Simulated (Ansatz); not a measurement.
# KI (Fm-3m): a volume series of phonon spectra, part 4 of 6

Wanted: mode Grüneisen parameters of KI and a free-energy fit over volumes.

What experiment has found for this phase:
- volume expansion coefficient 113.7 1e-6/K near room temperature (given in “Descriptors for thermal expansion in solids”, 2017, arXiv:1701.03966)

Ansatz 0.2.0; DFT LDA, scalar-relativistic, plane waves, PAW.

So far, highest frequency (cm⁻¹): step 6 (lattice dynamics at this volume, V/V0 1) 146.

**7. A cell at another volume, V/V0 1.02**

Symmetry fixes every atom, so a single point at the scaled cell gives the energy and pressure of this member.

The cell differs from the one that the last finished run ended in (a 4.821 → 4.853 Å, b 4.821 → 4.853 Å, c 4.821 → 4.853 Å).

Contents of input.yaml:

```yaml
crystal:
  lattice:
    - [0.0, 3.4312912476, 3.4312912476]
    - [3.4312912476, 0.0, 3.4312912476]
    - [3.4312912476, 3.4312912476, 0.0]
  atoms:
    - { symbol: K, position: [0.0, 0.0, 0.0] }
    - { symbol: I, position: [0.5, 0.5, 0.5] }
kpoints:
  mp_grid: { grid: [8, 8, 8] }
hamiltonian:
  xc: lda
scf:
  occupations: { method: fixed }
  lower_state_search: "off"
output:
  forces: true
  stress: true
  eigenvalues: true
  write_density: true
  write_potential: true
  elf: true
  volumetric_format: npy
```

Launch:

```
> ansatz run input.yaml --threads 4 --pin off --max-ram 16384MiB --backend cpu --events-out ev --progress --plain --runs-dir out
```

Numbers of over 12 decimals in the logs are rounded to 6 here.

The log of the run:

```text
[...]
Crystal: 2 atoms, lattice volume = 80.798 Å³
Basis set: ecut = 420 eV, 1591 PW (Γ)
Bands: 17, of which v1, the nominal top of the filled ones, is band 13 counted from 1 (12 counted from 0)
Symmetry: 48 space group operations
[...]
k-points: 29 of 512
[...]
SCF iter   1: F=—  HF=-8855.098769 eV  |F-HF|=—  |Δ(HF+E_count)|=         —  Δρ=4.62e-3  dr2=8.12e-3  ethr=1.77e-3  ⟨swp⟩=5.3  Hψ=2305  notcnv=0  defer=56
[...]
SCF iter   6: F=-8855.095650 eV  HF=-8855.095650 eV  |F-HF|=5.13e-10  |Δ(HF+E_count)|=   1.90e-8  Δρ=2.27e-6  dr2=1.45e-9  ethr=2.34e-10  ⟨swp⟩=9.9  Hψ=4313  notcnv=0
SCF 1 converged in 6 iterations: F = -8855.095650 eV  dr2 = 1.45e-9
[...]
SCF converged after 6 iterations
Free energy (F): -8855.095650 eV
[...]
Internal energy: -8855.095650 eV  (E = F + TS)
E sigma→0 (E₀):  -8855.095650 eV
Fermi energy:    2.724502 eV
[...]
--- Stress (GPa, compression-positive) ---
       -0.301660       0.000000      -0.000000
       -0.000000      -0.301660       0.000000
       -0.000000      -0.000000      -0.301660
  P = ⅓ Tr σ = -0.3017 GPa (-3.017 kbar)
--- Band table (eV; the first three rows and the last of 29) ---
  k-point 0: bands = [... 9 lower, -8.0343, 2.7245, 2.7245, 2.7245, 6.5419, 8.9772, 8.9772, 8.9772]
  k-point 1: bands = [... 9 lower, -7.9558, 2.4010, 2.6537, 2.6537, 6.9770, 8.9075, 9.1618, 9.1618]
  k-point 2: bands = [... 9 lower, -7.7882, 1.7898, 2.4939, 2.4939, 7.6903, 9.1631, 9.6484, 9.6484]
  k-point 28: bands = [... 9 lower, -7.7345, 1.8565, 1.8565, 1.9814, 8.9988, 8.9988, 9.3558, 10.9833]
```

Elapsed: 1.1 s, on 4 threads of Arm Neoverse V1, shared host; peak memory 0.35 GiB; 3.7 s of CPU time.

Numbers from this step:

```
pressure          : -0.3017 GPa
gap on the k-mesh : 3.817 eV
volume per atom   : 40.40 Å³/atom
```

Valence density in the ac plane of the conventional cell at fractional y = 0.000, with atoms of K and I within 0.2 Å of it. It is the smooth field of the valence electrons, not physical close to the nuclei.

Ten steps, logarithmic in the rise over the least value, from '_' (0 e/Å³) to '@' (17 e/Å³), each cell a mean:
```
****==..__..::==##@@%%**--..____::++**
++==::______::--++****==::..____..--++
::::________..::------::..________..::
______________..........______________
______________________________________
......____________________________....
----::..________::::::..________..::--
**++--..______::==++++--..____..::==**
@@##==::..__..==******++::____..--**%%
@@%%==::..__..==**##**++::____..--**@@
%%**--::..__..--++****==::____..--++##
==--::..______..--====::______..::--==
::::..__________......__________..::::
....________________________________..
________________......________________
....__________..::::::....__________..
==--..______..::--====--::..______::==
**++--..__..::--**%%##++--..____::==**
##**==..__..::==%%@@@@**--..____::++**
```
Columns run along a (6.9 Å), rows up along c (6.9 Å), edges of the conventional cell, whose origin can differ from the input's. Atoms in or near the plane, at fractional coordinates: K at (0.00, 0.00), K at (0.50, 0.50), I at (0.50, 0.00), I at (0.00, 0.50).

ELF in the ac plane of the conventional cell at fractional y = 0.000, with atoms of K and I within 0.2 Å of it. It is the smooth field of the valence electrons, not physical close to the nuclei.

Ten even steps from '_' (0.02) to '@' (0.86), each cell a mean:
```
%%@@%%::..**%%##==::--**%%%%--..**@@@@
@@@@**..__**%%##**++**##%%%%::__==%%@@
##++::____==%%%%%%####%%%%**..__..==**
..________::++##%%%%%%%%**--________..
--::::..____..::--------::______..::--
%%%%##++::________..__________--**%%%%
##%%%%%%==____::++****--..__::**%%%%%%
++**%%%%++__..**@@@@@@%%--__--%%%%##**
--==##%%**__--@@@@%%@@@@**__--%%##**--
----##%%**__--@@@@##%%@@**..--%%##++::
--++##%%**__::%%@@@@@@@@++__--%%%%**==
**##%%%%++____++%%@@@@**::__::##%%####
%%%%%%##--______::----..____..++%%%%%%
****++--______________________::==****
..__________--++******++==::________..
--::______--##%%%%%%%%%%%%++..____..::
@@%%==____++%%%%######%%%%##::__::**%%
@@@@%%::__**%%##++--==**%%%%::__++@@@@
##@@@@--..**%%**------++##%%--..##@@%%
```
Columns run along a (6.9 Å), rows up along c (6.9 Å), edges of the conventional cell, whose origin can differ from the input's. Atoms in or near the plane, at fractional coordinates: K at (0.00, 0.00), K at (0.50, 0.50), I at (0.50, 0.00), I at (0.00, 0.50).

Electrostatic potential energy in the ac plane of the conventional cell at fractional y = 0.000, with atoms of K and I within 0.2 Å of it. With pseudopotentials it is smooth inside the atoms' cores, unlike the true potential.

Values in eV, 10 rows by 16 columns, each cell a mean:
```
-34 -21  -1   6   7   1 -12  -4  -1 -11  -5   6   7   3 -12 -31
 -1   3   6   7   8   7   3  -3  -4   0   6   8   8   6   4   0
  6   7   8   8   8   8   7   6   6   7   8   8   8   8   7   6
 -9  -5   4   7   7   6   2  -5  -7  -1   5   7   8   6  -1  -8
  5  -9  -7   5   6   2 -16 -36 -37 -26  -2   5   6  -1 -13   1
 -1 -11  -5   6   7   3 -12 -31 -34 -21  -1   6   7   1 -12  -4
 -4   0   6   8   8   6   4   0  -1   3   6   7   8   7   3  -3
  6   7   8   8   8   8   7   6   6   7   8   8   8   8   7   6
 -7  -1   5   7   8   6  -1  -8  -9  -5   4   7   7   6   2  -5
-37 -26  -2   5   6  -1 -13   1   5  -9  -7   5   6   2 -16 -36
```
Columns run along a (6.9 Å; values clipped at the 3rd and 97th percentile), rows up along c (6.9 Å), edges of the conventional cell, whose origin can differ from the input's. Atoms in or near the plane, at fractional coordinates: K at (0.00, 0.00), K at (0.50, 0.50), I at (0.50, 0.00), I at (0.00, 0.50).

At this level the gap is 3.82 eV on the k-mesh of the self-consistent run, which can miss the band edges.

**8. Lattice dynamics at this volume, V/V0 1.02**

Phonons at this volume give one point of F(V, T); meshes stay fixed along the series.

input.yaml, the sections that differ from step 7:

```yaml
output:
  eigenvalues: true
phonons:
  method: dfpt
  dielectric: true
  rigid_motions: translations
  qmesh: [4, 4, 4]
  temperatures: { t_max: 1000, t_step: 50 }
  qpath:
    path:
      - [[0.0, 0.0, 0.0], [0.5, 0.0, 0.5], [0.625, 0.25, 0.625]]
      - [[0.375, 0.375, 0.75], [0.0, 0.0, 0.0], [0.5, 0.5, 0.5], [0.5, 0.25, 0.75], [0.5, 0.0, 0.5]]
    npoints: 10
# crystal, kpoints, hamiltonian, scf: as in step 7
```

The log of the run:

```text
[...]
Crystal: 2 atoms, lattice volume = 80.798 Å³
Basis set: ecut = 420 eV, 1591 PW (Γ), exchange–correlation on 72×72×72 points (8 copies of the dense FFT grid, shifted against one another)
Bands: 17, of which v1, the nominal top of the filled ones, is band 13 counted from 1 (12 counted from 0)
Symmetry: 48 space group operations
k-points: 59 of 512 (irreducible under 8 space group operations, time reversal used)
[...]
optical modes at Γ + LO–TO along q̂ = [0.0000, 1.0000, 0.0000]:
      ω (cm⁻¹)  modes    IR ((D/Å)²/amu)
        109.73      2             1.9109
        142.16      1             0.9554
  optical modes at Γ + LO–TO along q̂ = [0.0000, 0.0000, 1.0000]:
      ω (cm⁻¹)  modes    IR ((D/Å)²/amu)
        109.73      2             1.9109
        142.16      1             0.9554
--- Phonons (arbitrary-q DFPT): 8 irreducible q on the 4×4×4 mesh ---
[...]
interpolated dispersion: 63 rows × 6 modes
[...]
[key lines of the parts left out:]
SCF converged after 8 iterations
Free energy (F): -8855.095651 eV
Fermi energy:    2.724521 eV
```

Run time: 3.2 min. Hardware: 4 threads; peak memory 1.7 GiB; 12 min of CPU time.

LO-TO term included. The phonon branches at the labelled points (cm⁻¹):

```
    point  branch 1  branch 2  branch 3  branch 4  branch 5  branch 6
        Γ         0         0         0       110       110       142
  halfway        21        21        64       112       112       120
        X        28        28        48       113       113       118
  halfway        33        37        47       112       114       118
        U        43        45        52       108       116       117
jump to K        43        45        52       108       116       117
  halfway        26        50        57       100       113       131
        Γ         0         0         0       110       110       142
  halfway        37        37        46       105       105       139
        L        56        56        68        98        98       135
  halfway        50        51        62       103       109       125
        W        41        41        60       107       116       116
  halfway        33        46        46       111       114       118
        X        28        28        48       113       113       118
```

The phonon branches as a text plot (rows in cm⁻¹):

```
    139 |***                      *************
    133 |   *                   **             ******
    127 |    **                *                     **
    121 |      *            ***                        **
    116 |       *****************                       *********
    110 |*********     ****      ***********          ** ******
    104 |                  **    ***        ***     *****
     98 |                    ****              ******
     92 |
     86 |
     80 |
     74 |
     68 |       *            **                 ****
     62 |      * *         **  *              **    ********
     56 |    **   **        *****            *  *****       *
     50 |           ***  ***    **            **     ***     * **
     44 |   *          *****     *          **         **  ****
     39 |              ***  *     **       **            **** *
     33 |  *          **     ***  **       *                 ***
     27 |       *******         *   *     *                    **
     21 |    ***                 *  *    **
     15 | * *                     ** *   *
      9 |  *                        **  *
      3 |**                          ***
         Γ           X  U|K            Γ         L        W     X
```

No mode is imaginary beyond numerical noise at the solved wavevectors. The highest zone-centre mode (no LO–TO term) moved by -4.5 % for a volume change of +2.0 %.

**9. Single point at a scaled cell, V/V0 0.98**

Symmetry fixes every atom, so a single point at the scaled cell gives the energy and pressure of this member.

The cell differs from the one that the last finished run ended in (a 4.853 → 4.788 Å, b 4.853 → 4.788 Å, c 4.853 → 4.788 Å).

input.yaml, the sections that differ from step 8:

```yaml
crystal:
  lattice:
    - [0.0, 3.3858383295, 3.3858383295]
    - [3.3858383295, 0.0, 3.3858383295]
    - [3.3858383295, 3.3858383295, 0.0]
  atoms:
    - { symbol: K, position: [0.0, 0.0, 0.0] }
    - { symbol: I, position: [0.5, 0.5, 0.5] }
output:
  forces: true
  stress: true
  eigenvalues: true
# kpoints, hamiltonian, scf: as in step 8
# phonons: removed
```

The log of the run:

```text
[...]
Crystal: 2 atoms, lattice volume = 77.630 Å³
Basis set: ecut = 420 eV, 1471 PW (Γ)
Bands: 17, of which v1, the nominal top of the filled ones, is band 13 counted from 1 (12 counted from 0)
Symmetry: 48 space group operations
[...]
k-points: 29 of 512
[...]
P = ⅓ Tr σ = 0.3404 GPa (3.404 kbar)
--- Band table (eV; the first three rows and the last of 29) ---
  k-point 0: bands = [... 9 lower, -7.7483, 3.0849, 3.0849, 3.0849, 7.0091, 9.3049, 9.3049, 9.3049]
  k-point 1: bands = [... 9 lower, -7.6491, 2.7384, 3.0063, 3.0063, 7.4600, 9.2430, 9.4967, 9.4967]
  k-point 2: bands = [... 9 lower, -7.4473, 2.0861, 2.8297, 2.8297, 8.1428, 9.5776, 10.0035, 10.0035]
  k-point 28: bands = [... 9 lower, -7.3963, 2.1632, 2.1632, 2.2834, 9.3660, 9.3660, 9.8204, 11.4996]
[key lines of the parts left out:]
SCF converged after 6 iterations
Free energy (F): -8855.095509 eV
Fermi energy:    3.084907 eV
```

The job ended after 0.83 s (4 threads; peak memory 0.34 GiB).

The run ends at a pressure of 0.34 GPa.

**10. Phonons, V/V0 0.98**

Phonons at this volume give one point of F(V, T); meshes stay fixed along the series.

input.yaml, the sections that differ from step 9:

```yaml
output:
  eigenvalues: true
phonons:
  method: dfpt
  dielectric: true
  rigid_motions: translations
  qmesh: [4, 4, 4]
  temperatures: { t_max: 1000, t_step: 50 }
  qpath:
    path:
      - [[0.0, 0.0, 0.0], [0.5, 0.0, 0.5], [0.625, 0.25, 0.625]]
      - [[0.375, 0.375, 0.75], [0.0, 0.0, 0.0], [0.5, 0.5, 0.5], [0.5, 0.25, 0.75], [0.5, 0.0, 0.5]]
    npoints: 10
# crystal, kpoints, hamiltonian, scf: as in step 9
```

The log of the run:

```text
[...]
Crystal: 2 atoms, lattice volume = 77.630 Å³
Basis set: ecut = 420 eV, 1471 PW (Γ), exchange–correlation on 72×72×72 points (8 copies of the dense FFT grid, shifted against one another)
Bands: 17, of which v1, the nominal top of the filled ones, is band 13 counted from 1 (12 counted from 0)
Symmetry: 48 space group operations
k-points: 59 of 512 (irreducible under 8 space group operations, time reversal used)
[...]
optical modes at Γ + LO–TO along q̂ = [0.0000, 1.0000, 0.0000]:
      ω (cm⁻¹)  modes    IR ((D/Å)²/amu)
        120.18      2             1.8605
        150.13      1             0.9302
  optical modes at Γ + LO–TO along q̂ = [0.0000, 0.0000, 1.0000]:
      ω (cm⁻¹)  modes    IR ((D/Å)²/amu)
        120.18      2             1.8605
        150.13      1             0.9302
--- Phonons (arbitrary-q DFPT): 8 irreducible q on the 4×4×4 mesh ---
[...]
interpolated dispersion: 63 rows × 6 modes
[...]
[key lines of the parts left out:]
SCF converged after 7 iterations
Free energy (F): -8855.095510 eV
Fermi energy:    3.084948 eV
```

Elapsed: 3 min, on 4 threads; peak memory 1.7 GiB.

LO-TO term included. The phonon branches at the labelled points (cm⁻¹):

```
    point  branch 1  branch 2  branch 3  branch 4  branch 5  branch 6
        Γ         0         0         0       120       120       150
  halfway        20        20        69       122       122       128
        X        27        27        46       124       124       130
  halfway        33        37        46       123       125       130
        U        43        45        54       118       126       128
jump to K        43        45        54       118       126       128
  halfway        25        55        62       109       124       139
        Γ         0         0         0       120       120       150
  halfway        41        41        49       115       115       147
        L        61        61        72       108       108       143
  halfway        52        53        66       112       119       134
        W        39        39        65       116       127       127
  halfway        31        45        48       121       125       129
        X        27        27        46       124       124       130
```

The phonon branches as a text plot (rows in cm⁻¹):

```
    147 |***                      *************
    141 |   *                   **             ******
    134 |    **                *                     ***
    128 |      *  *************                         *********
    122 |*****************     ***********            ***    ****
    116 |                 **      ***     ****      ** ******
    109 |                   ******            *********
    103 |
     97 |
     91 |
     84 |
     78 |
     72 |      **            **                 ****
     66 |        *         **  *              **    ********
     59 |    **   **        *****            * ******       *
     53 |                ***    **            *      **      *
     47 |   *       *******      *          **         **    ****
     41 |               *****     **       **            **** *
     34 |  *           *     **   **      **                ** *
     28 |         *****        **   *     *                   ***
     22 |      ***               *  *    *
     16 | * ***                   ** *   *
      9 |  *                        **  *
      3 |**                          ***
         Γ           X  U|K            Γ         L        W     X
```

No mode is imaginary beyond numerical noise at the solved wavevectors. The highest zone-centre mode (no LO–TO term) moved by +4.6 % for a volume change of -2.0 %.

**11. Single point at a scaled cell, V/V0 1.04**

Symmetry fixes every atom, so a single point at the scaled cell gives the energy and pressure of this member.

The cell differs from the one that the last finished run ended in (a 4.788 → 4.884 Å, b 4.788 → 4.884 Å, c 4.788 → 4.884 Å).

input.yaml, the sections that differ from step 10:

```yaml
crystal:
  lattice:
    - [0.0, 3.4535729839, 3.4535729839]
    - [3.4535729839, 0.0, 3.4535729839]
    - [3.4535729839, 3.4535729839, 0.0]
  atoms:
    - { symbol: K, position: [0.0, 0.0, 0.0] }
    - { symbol: I, position: [0.5, 0.5, 0.5] }
output:
  forces: true
  stress: true
  eigenvalues: true
# kpoints, hamiltonian, scf: as in step 10
# phonons: removed
```

The log of the run:

```text
[...]
Crystal: 2 atoms, lattice volume = 82.383 Å³
Basis set: ecut = 420 eV, 1639 PW (Γ)
Bands: 17, of which v1, the nominal top of the filled ones, is band 13 counted from 1 (12 counted from 0)
Symmetry: 48 space group operations
[...]
k-points: 29 of 512
[...]
P = ⅓ Tr σ = -0.5694 GPa (-5.694 kbar)
--- Band table (eV; the first three rows and the last of 29) ---
  k-point 0: bands = [... 9 lower, -8.1687, 2.5561, 2.5561, 2.5561, 6.3240, 8.8224, 8.8224, 8.8224]
  k-point 1: bands = [... 9 lower, -8.0985, 2.2434, 2.4889, 2.4889, 6.7512, 8.7493, 9.0035, 9.0035]
  k-point 2: bands = [... 9 lower, -7.9457, 1.6513, 2.3365, 2.3365, 7.4747, 8.9714, 9.4805, 9.4805]
  k-point 28: bands = [... 9 lower, -7.8915, 1.7135, 1.7135, 1.8399, 8.8252, 8.8252, 9.1361, 10.7384]
[key lines of the parts left out:]
SCF converged after 6 iterations
Free energy (F): -8855.091318 eV
Fermi energy:    2.556113 eV
```

It took 0.85 s on 4 threads; peak memory 0.35 GiB; 2.7 s of CPU time.

The run ends at a pressure of -0.57 GPa.

**12. Phonons, V/V0 1.04**

Phonons at this volume give one point of F(V, T); meshes stay fixed along the series.

input.yaml, the sections that differ from step 11:

```yaml
output:
  eigenvalues: true
phonons:
  method: dfpt
  dielectric: true
  rigid_motions: translations
  qmesh: [4, 4, 4]
  temperatures: { t_max: 1000, t_step: 50 }
  qpath:
    path:
      - [[0.0, 0.0, 0.0], [0.5, 0.0, 0.5], [0.625, 0.25, 0.625]]
      - [[0.375, 0.375, 0.75], [0.0, 0.0, 0.0], [0.5, 0.5, 0.5], [0.5, 0.25, 0.75], [0.5, 0.0, 0.5]]
    npoints: 10
# crystal, kpoints, hamiltonian, scf: as in step 11
```

The log of the run:

```text
[...]
Crystal: 2 atoms, lattice volume = 82.383 Å³
Basis set: ecut = 420 eV, 1639 PW (Γ), exchange–correlation on 72×72×72 points (8 copies of the dense FFT grid, shifted against one another)
Bands: 17, of which v1, the nominal top of the filled ones, is band 13 counted from 1 (12 counted from 0)
Symmetry: 48 space group operations
k-points: 59 of 512 (irreducible under 8 space group operations, time reversal used)
[...]
optical modes at Γ + LO–TO along q̂ = [0.0000, 1.0000, 0.0000]:
      ω (cm⁻¹)  modes    IR ((D/Å)²/amu)
        104.75      2             1.9348
        138.46      1             0.9674
  optical modes at Γ + LO–TO along q̂ = [0.0000, 0.0000, 1.0000]:
      ω (cm⁻¹)  modes    IR ((D/Å)²/amu)
        104.75      2             1.9348
        138.46      1             0.9674
--- Phonons (arbitrary-q DFPT): 8 irreducible q on the 4×4×4 mesh ---
[...]
interpolated dispersion: 63 rows × 6 modes
[...]
[key lines of the parts left out:]
SCF converged after 8 iterations
Free energy (F): -8855.091318 eV
Fermi energy:    2.556103 eV
```

The job ended after 3.2 min (4 threads; peak memory 1.7 GiB; 13 min of CPU time).

No mode is imaginary beyond numerical noise at the solved wavevectors. The highest zone-centre mode (no LO–TO term) moved by -8.8 % for a volume change of +4.0 %.

(Part 4 of 6 ends here.)

[Logs are printed without paths, hosts, clocks, repeated set-up lines and the standing remarks that a program may print on its own settings, such as how far it seeks lower states.]

[Hosts, paths, dates, database ids (printed as entryN), source tags and the programs' standing remarks are cut or masked in the printed files.]

[A step with changed settings may run another functional than the one named; its input shows which.]

[Of the runs on displaced cells, only some may be shown.]
